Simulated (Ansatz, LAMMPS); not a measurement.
# Electronic structure of amorphous 29Ga2O3-71GeO2 (mol %) (86 atoms)

What does DFT give for amorphous 29Ga2O3-71GeO2 (mol %) (86 atoms) as built?

Method: Kohn-Sham DFT, PBE, PAW (set soft_2), plane waves, in Ansatz 0.2.0.

### Step 1. The structure

The cell holds 86 atoms: 14 Ga, 17 Ge and 55 O. Its edges and angles: a = 10.123 Å, b = 10.123 Å, c = 10.123 Å, α = 90.0°, β = 90.0°, γ = 90.0°. 86 atoms (14 Fe, 17 Ge, 55 O) placed at random at 4.72 g/cm³, melted at 5000 K for 10 ps at fixed volume with the Morse and Coulomb pair potential with partial charges (Pedone, Malavasi, Menziani, Cormack and Segre, J. Phys. Chem. B 110, 11780 (2006)). Quenched from 5000 K to 300 K at 100 K/ps and fixed volume, held 5 ps, then minimised at fixed cell. Then Fe was replaced by Ga and the cell scaled by 1.006 (the potential has no terms for the new elements, so the cell is a start for a DFT relaxation).

What the set-up can't give: The quench rate of 100 K/ps is many orders above laboratory rates, so the cell is likely richer in defects and strain than a real sample. The starting topology of bonds comes from the classical model, and needn't be the one that DFT or experiment would give. The Brillouin zone is sampled at Γ only, in a cell whose shortest periodic width is 10 Å.

### Step 2. How the cell was made

A classical potential makes the cell, at a small fraction of what the same run would cost in DFT.

This step: classical MD, Morse and Coulomb pair potential with partial charges (Pedone, Malavasi, Menziani, Cormack and Segre, J. Phys. Chem. B 110, 11780 (2006)) (LAMMPS 22 Jul 2025 - Update 4).

in.lmp reads:

```
# melt-quench of Fe14Ge17O55
units metal
atom_style charge
boundary p p p
region box block 0 10.0630 0 10.0630 0 10.0630
create_box 3 box
mass 1 55.8450   # Fe
mass 2 72.6300   # Ge
mass 3 15.9990   # O
create_atoms 1 random 14 207841 NULL overlap 1.5 maxtry 2000
create_atoms 2 random 17 207848 NULL overlap 1.5 maxtry 2000
create_atoms 3 random 55 207855 NULL overlap 1.5 maxtry 2000
pair_style hybrid/overlay pedone 5.5 coul/long 8.0
pair_coeff * * coul/long
pair_coeff 1 3 pedone 0.418981 1.620376 2.382183 2   # Fe-O
pair_coeff 2 3 pedone 0.158118 2.294230 2.261313 5   # Ge-O
pair_coeff 3 3 pedone 0.042395 1.379316 3.618701 22   # O-O
set type 1 charge 1.8
set type 2 charge 2.4
set type 3 charge -1.2
kspace_style pppm 1.0e-4
neigh_modify delay 0 every 1 check yes
thermo_style custom step time temp pe press density
thermo_modify norm yes
timestep 0.002
thermo 100
min_style cg
minimize 1e-4 1e-4 200 2000
reset_timestep 0
velocity all create 5000 207842 mom yes dist gaussian
fix lim all nve/limit 0.05
fix lan all langevin 5000 5000 0.2 207843 zero yes
thermo 500
run 1000 post no
# [... 10 lines left out ...]
thermo 1250
fix md all nvt temp 300 300 0.2
run 2500 post no
unfix md
thermo 100
min_style cg
minimize 0 1e-3 2000 20000
write_dump all custom glass.dump id type xs ys zs modify sort id
```

Run with:

```console
$ lmp -in in.lmp -log none -nocite
```

Numbers of over 12 decimals in the logs are rounded to 6 here.

What it wrote:

```text
LAMMPS (22 Jul 2025 - Update 4)
Created orthogonal box = (0 0 0) to (10.063 10.063 10.063)
Created 14 atoms
Created 17 atoms
Created 55 atoms
PPPM initialization ...
  G vector (1/distance) = 0.3896722
  grid = 12 12 12
  estimated relative force accuracy = 4.521047e-05
   Step          Time           Temp          PotEng         Press         Density
         0   0              0             -0.048457016    1059260.1      4.7199557
        70   0.14           0             -15.034924     -10000.364      4.7199557
Loop time of 0.0432769 s on 1 MPI rank(s) for 70 steps with 86 atoms
Minimization stats:
  Stopping criterion = energy tolerance
  Energy initial, next-to-last, final =
    -0.048457016161947  -15.0336626975775  -15.0349238318249
  Force two-norm initial, final = 323.06079 2.5331936
  Iterations, force evaluations = 70 90
   Step          Time           Temp          PotEng         Press         Density
         0   0              5000          -15.034924      47582.101      4.7199557
       500   1              2724.454      -14.772788      19810.368      4.7199557
      1000   2              2240.6165     -14.799713     -6822.8086      4.7199557
Loop time of 0.386819 s on 1 MPI rank(s) for 1000 steps with 86 atoms
   Step          Time           Temp          PotEng         Press         Density
[... 2 lines left out ...]
      2499   4.998          4462.7536     -14.416833      66885.937      4.7199557
      3332   6.664          5071.0892     -14.388543      48259.695      4.7199557
      4165   8.33           5102.2877     -14.432136      49299.568      4.7199557
      4998   9.996          4860.2935     -14.352803      101998.87      4.7199557
      5831   11.662         4754.3053     -14.421452      85716.369      4.7199557
[... 1 line left out ...]
Loop time of 2.00504 s on 1 MPI rank(s) for 5000 steps with 86 atoms
   Step          Time           Temp          PotEng         Press         Density
[... 12 lines left out ...]
Loop time of 8.96649 s on 1 MPI rank(s) for 23500 steps with 86 atoms
   Step          Time           Temp          PotEng         Press         Density
[... 2 lines left out ...]
     31250   62.5           273.19637     -15.161911     -61613.835      4.7199557
     32000   64             302.68638     -15.158602     -55581.33       4.7199557
Loop time of 0.862494 s on 1 MPI rank(s) for 2500 steps with 86 atoms
   Step          Time           Temp          PotEng         Press         Density
     32000   64             302.68638     -15.158602     -55581.33       4.7199557
     32013   64.026         302.68638     -15.194626     -60385.09       4.7199557
Loop time of 0.0256186 s on 1 MPI rank(s) for 13 steps with 86 atoms
Minimization stats:
  Stopping criterion = linesearch alpha is zero
  Energy initial, next-to-last, final =
     -15.1586024935419  -15.1946263276126  -15.1946263276126
  Force two-norm initial, final = 11.227914 0.49362741
  Iterations, force evaluations = 13 59
```

Run time: 12 s. Hardware: 1 thread of Arm Neoverse V2, shared host; peak memory 0.072 GiB.

### Step 3. Plane-wave single point

The electrons are solved once, with the atoms held.

input.yaml reads:

```yaml
crystal:
  lattice:
    - [10.12338, 0.0, 0.0]
    - [0.0, 10.12338, 0.0]
    - [0.0, 0.0, 10.12338]
  atoms:
    - { symbol: Ga, position: [0.78284, 0.93623, 0.31699] }
    - { symbol: Ga, position: [0.59257, 0.37761, 0.98356] }
    - { symbol: Ga, position: [0.30421, 0.24585, 0.97006] }
    - { symbol: Ga, position: [0.05178, 0.7915, 0.45794] }
    - { symbol: Ga, position: [0.79078, 0.54911, 0.81161] }
    - { symbol: Ga, position: [0.11237, 0.04124, 0.86486] }
    - { symbol: Ga, position: [0.8116, 0.1589, 0.57969] }
    - { symbol: Ga, position: [0.21521, 0.06387, 0.37554] }
    - { symbol: Ga, position: [0.00843, 0.27215, 0.32617] }
    - { symbol: Ga, position: [0.99713, 0.31044, 0.85668] }
    - { symbol: Ga, position: [0.71833, 0.35283, 0.27832] }
    - { symbol: Ga, position: [0.51739, 0.97437, 0.48285] }
    - { symbol: Ga, position: [0.30577, 0.74988, 0.26984] }
    - { symbol: Ga, position: [0.37908, 0.40772, 0.24061] }
    - { symbol: Ge, position: [0.58531, 0.69208, 0.35579] }
    - { symbol: Ge, position: [0.51157, 0.13007, 0.23445] }
    - { symbol: Ge, position: [0.08893, 0.54246, 0.24679] }
    - { symbol: Ge, position: [0.18088, 0.2724, 0.62371] }
    - { symbol: Ge, position: [0.82439, 0.16839, 0.05136] }
    - { symbol: Ge, position: [0.58867, 0.11562, 0.79154] }
    - { symbol: Ge, position: [0.14711, 0.58252, 0.73317] }
    - { symbol: Ge, position: [0.78032, 0.85773, 0.61822] }
    - { symbol: Ge, position: [0.85464, 0.53811, 0.49246] }
    - { symbol: Ge, position: [0.32836, 0.59892, 6.0e-05] }
    - { symbol: Ge, position: [0.4046, 0.93651, 0.00197] }
    - { symbol: Ge, position: [0.28199, 0.86021, 0.63842] }
    - { symbol: Ge, position: [0.50607, 0.34528, 0.54579] }
    - { symbol: Ge, position: [0.5372, 0.6346, 0.71168] }
    - { symbol: Ge, position: [0.94447, 0.78363, 0.89081] }
    - { symbol: Ge, position: [0.04127, 0.95116, 0.16739] }
    - { symbol: Ge, position: [0.78133, 0.63048, 0.12213] }
    - { symbol: O, position: [0.52267, 0.51028, 0.59399] }
    - { symbol: O, position: [0.89436, 0.87218, 0.7564] }
    - { symbol: O, position: [0.59097, 0.53682, 0.84721] }
    - { symbol: O, position: [0.67385, 0.00202, 0.66268] }
    - { symbol: O, position: [0.96192, 0.85473, 0.29071] }
    - { symbol: O, position: [0.1847, 0.91859, 0.49408] }
    - { symbol: O, position: [0.69208, 0.71602, 0.7012] }
    - { symbol: O, position: [0.07112, 0.10141, 0.24981] }
    - { symbol: O, position: [0.49061, 0.98659, 0.13967] }
    - { symbol: O, position: [0.44673, 0.8131, 0.38156] }
    - { symbol: O, position: [0.00853, 0.63682, 0.82247] }
    - { symbol: O, position: [0.18561, 0.89494, 0.77683] }
    - { symbol: O, position: [0.17255, 0.69994, 0.61505] }
    - { symbol: O, position: [0.86632, 0.97649, 0.50483] }
    - { symbol: O, position: [0.71285, 0.55464, 0.39239] }
    - { symbol: O, position: [0.39018, 0.9973, 0.61418] }
    - { symbol: O, position: [0.83799, 0.02111, 0.1468] }
    - { symbol: O, position: [0.1146, 0.42454, 0.6799] }
    - { symbol: O, position: [0.83655, 0.40098, 0.91227] }
    - { symbol: O, position: [0.48233, 0.24884, 0.87626] }
    - { symbol: O, position: [0.94125, 0.59269, 0.16808] }
    - { symbol: O, position: [0.2071, 0.8995, 0.21602] }
    - { symbol: O, position: [0.94202, 0.20569, 0.70111] }
    - { symbol: O, position: [0.98053, 0.14388, 0.96461] }
    - { symbol: O, position: [0.11918, 0.20639, 0.48001] }
    - { symbol: O, position: [0.53203, 0.33493, 0.37193] }
    - { symbol: O, position: [0.26984, 0.04664, 0.98676] }
    - { symbol: O, position: [0.67147, 0.81687, 0.46617] }
    - { symbol: O, position: [0.63792, 0.05978, 0.35252] }
    - { symbol: O, position: [0.34092, 0.31635, 0.57391] }
    - { symbol: O, position: [0.8816, 0.28757, 0.17283] }
    - { symbol: O, position: [0.68529, 0.48963, 0.12666] }
    - { symbol: O, position: [0.21156, 0.60651, 0.12427] }
    - { symbol: O, position: [0.9739, 0.4755, 0.38723] }
    - { symbol: O, position: [0.18429, 0.39672, 0.27085] }
    - { symbol: O, position: [0.60499, 0.23639, 0.63698] }
    - { symbol: O, position: [0.45046, 0.59161, 0.28935] }
    - { symbol: O, position: [0.81849, 0.26971, 0.42579] }
    - { symbol: O, position: [0.19402, 0.18725, 0.77048] }
    - { symbol: O, position: [0.02487, 0.87683, 0.0084] }
    - { symbol: O, position: [0.3951, 0.09537, 0.36534] }
    - { symbol: O, position: [0.82086, 0.47686, 0.64284] }
    - { symbol: O, position: [0.50537, 0.98538, 0.87397] }
    - { symbol: O, position: [0.90188, 0.70188, 0.52944] }
    - { symbol: O, position: [0.38721, 0.23501, 0.15405] }
    - { symbol: O, position: [0.38638, 0.76327, 0.01999] }
    - { symbol: O, position: [0.81058, 0.69789, 0.96568] }
    - { symbol: O, position: [0.72038, 0.15316, 0.90723] }
    - { symbol: O, position: [0.1545, 0.66538, 0.35271] }
    - { symbol: O, position: [0.41925, 0.46369, 0.04734] }
    - { symbol: O, position: [0.69188, 0.74289, 0.2204] }
    - { symbol: O, position: [0.63872, 0.22778, 0.14423] }
    - { symbol: O, position: [0.15408, 0.36136, 0.96135] }
    - { symbol: O, position: [0.42207, 0.75159, 0.67184] }
    - { symbol: O, position: [0.28047, 0.58427, 0.83943] }
kpoints:
  mp_grid: { grid: [1, 1, 1] }
hamiltonian:
  xc: pbe
scf:
  occupations: { method: fixed }
output:
  forces: true
  stress: true
  populations: true
  dos:
    method: { smearing: { sigma: 0.08 } }
    de: 0.1
    projected: { site_lists: { Ga: [Ga], Ge: [Ge], O: [O] } }
  eigenvalues: true
  write_density: true
  write_potential: true
  volumetric_format: npy
```

Run with:

```console
$ ansatz run input.yaml --threads 8 --pin off --max-ram 15872MiB --backend cpu --events-out ev --progress --plain --runs-dir out
```

What it wrote:

```text
Engine: ansatz 0.2.0, aarch64-unknown-linux-gnu
Pseudopotentials: kind: paw
Pseudopotential: Ga, paw, valence charge 13, recommended cutoff 420 eV (normal), Ga.paw.azcp
Pseudopotential: Ge, paw, valence charge 14, recommended cutoff 420 eV (normal), Ge.paw.azcp
Pseudopotential: O, paw, valence charge 6, recommended cutoff 420 eV (normal), O.paw.azcp
[... 5 lines on functional and potentials left out ...]
Crystal: 86 atoms, lattice volume = 1037.473 Å³
Basis set: ecut = 420 eV, 20341 PW (Γ), exchange–correlation on 144×144×144 points (8 copies of the dense FFT grid, shifted against one another)
Bands: 461, of which v1, the nominal top of the filled ones, is band 375 counted from 1 (374 counted from 0)
Symmetry: 1 space group operations
Space group: P1 (ITA 1), of the structure as read, at distance tolerance 1.0e-4 Å
k-points: 1
[... 7 lines on functional and potentials left out ...]
Initial density: superposition of atomic densities (neutral atoms: chi_scale 0, normalization atom), corrected by the library's trained network
Initial wavefunctions: pseudopotential atomic-orbital guess
Functional: x = pbe(κ = 0.804, μ = 0.219515), c = pbe(β = 0.066725)
SCF iter   1: F=—  HF=-157174.893792 eV  |F-HF|=—  |Δ(HF+E_count)|=         —  Δρ=3.43e-3  dr2=1.26e-1  ethr=1.77e-3  ⟨swp⟩=5.0  Hψ=1432  notcnv=0  defer=84
preconditioner: auto → Resta (q_TF=auto, 2.585 Å⁻¹)  ε∞=3.7  [insulator: Δε(μ)=0.739 eV  Ē_g=19.320 eV  n_scr=304 (ndim 8)  ℏωp=31.6 eV  f_vac=0.106  ε∞_Penn≈3.7]
SCF iter   2: F=—  HF=-157174.883515 eV  |F-HF|=—  |Δ(HF+E_count)|=   1.03e-2  Δρ=1.92e-3  dr2=2.47e-2  ethr=1.67e-5  ⟨swp⟩=2.0  Hψ=823  notcnv=0  defer=84
SCF iter   3: F=—  HF=-157174.883168 eV  |F-HF|=—  |Δ(HF+E_count)|=   3.47e-4  Δρ=7.97e-4  dr2=8.26e-3  ethr=3.29e-6  ⟨swp⟩=2.0  Hψ=623  notcnv=0  defer=84
SCF iter   4: F=—  HF=-157174.882835 eV  |F-HF|=—  |Δ(HF+E_count)|=   3.33e-4  Δρ=2.96e-4  dr2=8.51e-4  ethr=1.10e-6  ⟨swp⟩=2.0  Hψ=618  notcnv=0  defer=84
SCF iter   5: F=—  HF=-157174.882796 eV  |F-HF|=—  |Δ(HF+E_count)|=   3.90e-5  Δρ=1.33e-4  dr2=1.82e-4  ethr=1.14e-7  ⟨swp⟩=2.0  Hψ=616  notcnv=0  defer=82
SCF iter   6: F=—  HF=-157174.882850 eV  |F-HF|=—  |Δ(HF+E_count)|=   5.36e-5  Δρ=5.60e-5  dr2=3.30e-5  ethr=2.42e-8  ⟨swp⟩=2.0  Hψ=621  notcnv=0  defer=82
SCF iter   7: F=—  HF=-157174.884392 eV  |F-HF|=—  |Δ(HF+E_count)|=   1.54e-3  Δρ=2.15e-5  dr2=5.12e-6  ethr=4.40e-9  ⟨swp⟩=2.0  Hψ=744  notcnv=0  defer=82
SCF iter   8: F=—  HF=-157174.884395 eV  |F-HF|=—  |Δ(HF+E_count)|=   2.85e-6  Δρ=9.25e-6  dr2=9.95e-7  ethr=6.83e-10  ⟨swp⟩=2.0  Hψ=623  notcnv=0  defer=82
SCF iter   9: F=—  HF=-157174.884396 eV  |F-HF|=—  |Δ(HF+E_count)|=   5.86e-7  Δρ=5.06e-6  dr2=2.70e-7  ethr=1.33e-10  ⟨swp⟩=2.0  Hψ=745  notcnv=0  defer=82
SCF iter  10: F=-157174.884396 eV  HF=-157174.884396 eV  |F-HF|=1.14e-8  |Δ(HF+E_count)|=   1.01e-7  Δρ=1.83e-6  dr2=3.78e-8  ethr=1.33e-11  ⟨swp⟩=15.0  Hψ=3461  notcnv=0
SCF 1 converged in 10 iterations: F = -157174.884396 eV  dr2 = 3.78e-8
  greatest PAW one-centre occupation: 0.999 electrons in one spin orbital (limit 2), on the Ge atom at site 15 (counted from 0), in its partial waves of l = 2
SCF converged after 10 iterations
Free energy (F): -157174.884396 eV
Harris-Foulkes:  -157174.884396 eV  (|F-HF|=1.14e-8)
Internal energy: -157174.884396 eV  (E = F + TS)
E sigma→0 (E₀):  -157174.884396 eV
Fermi energy:    6.878810 eV
--- Per-component energies (eV) ---
  E_band       = -4177.564837
  E_kinetic    = 13136.427352
  E_local      = -93037.235284  (includes V_loc(G=0)·N_el)
  E_nonlocal   = 15948.123393
  E_hartree    = 40127.621519
  E_xc         = -6234.497056
  E_vxc        = -7002.150164  (∫ρ·V_xc dr)
  E_paw        = -71140.626938  (= ΣΔE_a)
  E_vpaw       = -13478.106415  (= ΣTr[D̂ρ^β])
  E_aug_tail   = 0.138804  (compensation charges beyond the density's cutoff)
  E_ewald      = -55974.836187
  E_smearing   = -0.000000  (= −TS)
  E_closure    = 0.000000  (closes the sum)
  Σ components = -157174.884396   (vs F -157174.884396, Δ=0.00e0)
--- Forces (eV/Å), atoms counted from 1 ---
  atom   1  Ga     0.33869408     0.20804083     0.20432680
  atom   2  Ga    -0.45042102     0.14905637    -0.61657438
  atom   3  Ga    -0.17927309    -0.03222017    -0.24304552
  atom   4  Ga    -0.10198287    -0.86696779    -0.45505055
  atom   5  Ga    -0.39573672    -0.70189157    -0.69919065
  atom   6  Ga     0.95731969    -0.15403274    -0.58438294
  atom   7  Ga     0.46592061     0.23086428     0.33251646
  atom   8  Ga     0.11683899    -0.44390981    -0.29258501
  atom   9  Ga    -0.97451168     0.21587886     0.28131863
  atom  10  Ga    -0.26045637    -0.27105989     0.14674939
  atom  11  Ga     0.26247449    -0.30961056     0.07666874
  atom  12  Ga    -0.48400248    -0.33347274    -0.45969432
  atom  13  Ga    -0.22129947    -0.56873311     0.06892975
  atom  14  Ga     0.06887157     0.21622880    -0.17787248
[...]
atom  85  O      0.15927174     0.13636043     0.18401546
  atom  86  O      0.98478066    -0.16767958    -0.67934464
  max |Σ_I F_I| component: 7.86e-5 eV/Å
--- Stress (GPa, compression-positive) ---
       -3.365288       2.156777      -1.262715
        2.156777      -0.130118      -0.910153
       -1.262715      -0.910153       0.567820
  P = ⅓ Tr σ = -0.9759 GPa (-9.759 kbar)
--- Band table (eV) ---
  k-point 0: bands = ["-18.5434", "-18.4897", "-18.4340", "-18.2556", [... 445 levels ...], "16.2125", "16.2927", "16.3304", "16.3669", "16.3736", "16.4668", "16.4721", "16.5277", "16.5413", "16.6058", "16.7050", "16.7231"]
--- Löwdin populations: 86 sites ---
  site symbol       q [e]
     0     Ga     11.9902
     1     Ga     11.9947
     2     Ga     12.0024
[...]
85      O      6.7351
  spilling = 0.004100 (of n_electrons = 750.000000)
```

Wall time 12 s (8 threads of Arm Neoverse V2, shared host); peak memory 1.7 GiB; 88 s of CPU time.

Read from the output:

- free energy: -157174.8844 eV
- free energy per atom: -1827.6149 eV/atom
- SCF cycles: 10
- pressure: -0.9759 GPa
- r.m.s. force component: 0.7683 eV/Å
- longest force: 2.657 eV/Å
- Fermi energy: 6.879 eV
- gap (highest filled to lowest empty level): 0.664 eV
- spilling of the projection: 0.0041

Neighbours are counted within 2.12 Å (O-Ge), 2.50 Å (O-Ga).

Length of the force by element and coordination:

```tsv
element	coordination	atoms	mean length of the force (eV/Å)	spread	least	most
Ga	all	14	0.670	0.282	0.288	1.13
Ga	5	9	0.629	0.275	0.288	1.13
Ga	6	5	0.742	0.279	0.413	1.07
Ge	all	17	0.955	0.252	0.495	1.47
Ge	4	11	0.952	0.301	0.495	1.47
Ge	5	6	0.961	0.116	0.808	1.16
O	all	55	1.41	0.590	0.279	2.66
O	2	18	1.14	0.630	0.279	2.59
O	3	35	1.55	0.533	0.422	2.66
O	4	2	1.24	0.123	1.11	1.36
```

Löwdin charges by element and coordination (they lack the spilled electrons, 0.036 e an atom on average):

```tsv
element	coordination	atoms	mean charge (e)	spread	least	most
Ga	all	14	1.01	0.0227	0.979	1.07
Ga	5	9	1.01	0.0232	0.979	1.07
Ga	6	5	0.997	0.0159	0.981	1.02
Ge	all	17	1.58	0.037	1.52	1.64
Ge	4	11	1.60	0.0305	1.54	1.64
Ge	5	6	1.55	0.0223	1.52	1.58
O	all	55	-0.689	0.0322	-0.762	-0.642
O	2	18	-0.719	0.029	-0.762	-0.667
O	3	35	-0.675	0.0228	-0.723	-0.642
O	4	2	-0.662	0.0015	-0.663	-0.660
```

Density of states as counts of states in windows of 1 eV (from the Fermi level), total and the larger projections:

```tsv
from (eV)	to (eV)	total	O p	Ge p	Ga s	Ge s
-10	-9	6.9	3.9	0.3	0.2	2.0
-9	-8	11.7	6.7	0.6	0.5	2.7
-8	-7	15.5	9.5	1.2	1.6	1.9
-7	-6	24.0	16.0	2.8	3.3	0.4
-6	-5	32.1	23.1	4.2	1.6	0.3
-5	-4	38.8	29.8	3.3	0.9	0.3
-4	-3	45.4	38.3	2.0	0.4	0.2
-3	-2	57.7	52.9	1.0	0.3	0.1
-2	-1	70.3	67.0	0.6	0.2	0.1
-1	0	23.1	22.2	0.1	0.1	0.0
0	1	2.6	0.9	0.0	0.6	0.5
1	2	0.0	0.0	0.0	0.0	0.0
2	3	5.9	1.7	0.4	1.3	1.2
3	4	16.9	4.8	1.4	4.4	2.8
4	5	20.9	6.2	1.8	5.4	3.6
```

The curve was stored every 0.100 eV, coarse against its broadening of 0.08 eV, so these counts are rough.

With fixed occupations the program's Fermi level is the highest filled level.

Between -26 and -10 eV lie 424 more states.

The levels nearest the highest filled one (over half full), pooled over k-points and spins:

```tsv
level less the highest filled one (eV)	occupation
-0.541	2
-0.341	2
-0.279	2
-0.216	2
-0.126	2
0	2
0.664	0
2.59	0
2.72	0
2.94	0
3.18	0
3.29	0
```

Electrostatic potential energy in the ab plane at fractional z = 0.372, with atoms of Ga and Ge and O within 0.2 Å of it. With pseudopotentials it is smooth inside the atoms' cores, unlike the true potential.

Ten even steps from '0' (-32 eV) to '9' (12 eV), each cell a mean:
```
9998876789999888898864357999
9999999999999988999853347999
9889999999987799999864458999
8778999999830169999887789998
7667899888810048778999999998
7668898877863364336899999998
8886358888898741003799999999
9971007988999840002799999999
9982028999999863125789999999
9998789999999987676215999999
8888999999999999995002888887
2789999999999999998325888730
0699999999999999999988999710
4899999999889999999888899852
8899999999889733698777899998
5689999999999400188767899986
3368999999999610388888658864
3358999999999987999998437853
4478999999999999999999889874
7788888899989999999999999987
9998644577214899988999999999
9997434354001788611599999999
9997434356214888400389899999
9998533468989888732676678999
```
Columns run along a (10.1 Å; values clipped at the 3rd and 97th percentile), rows up along b (10.1 Å). Atoms in or near the plane, at fractional coordinates: Ga at (0.22, 0.06), Ge at (0.59, 0.69), O at (0.45, 0.81), O at (0.53, 0.33), O at (0.64, 0.06), O at (0.97, 0.48), O at (0.40, 0.10), O at (0.15, 0.67).

(Continued in part 2 of 2.)

[Logs are printed without paths, hosts, clocks, repeated set-up lines and the standing remarks that a program may print on its own settings, such as how far it seeks lower states.]

[Hosts, paths, dates, database ids (printed as entryN), source tags and the programs' standing remarks are cut or masked in the printed files.]
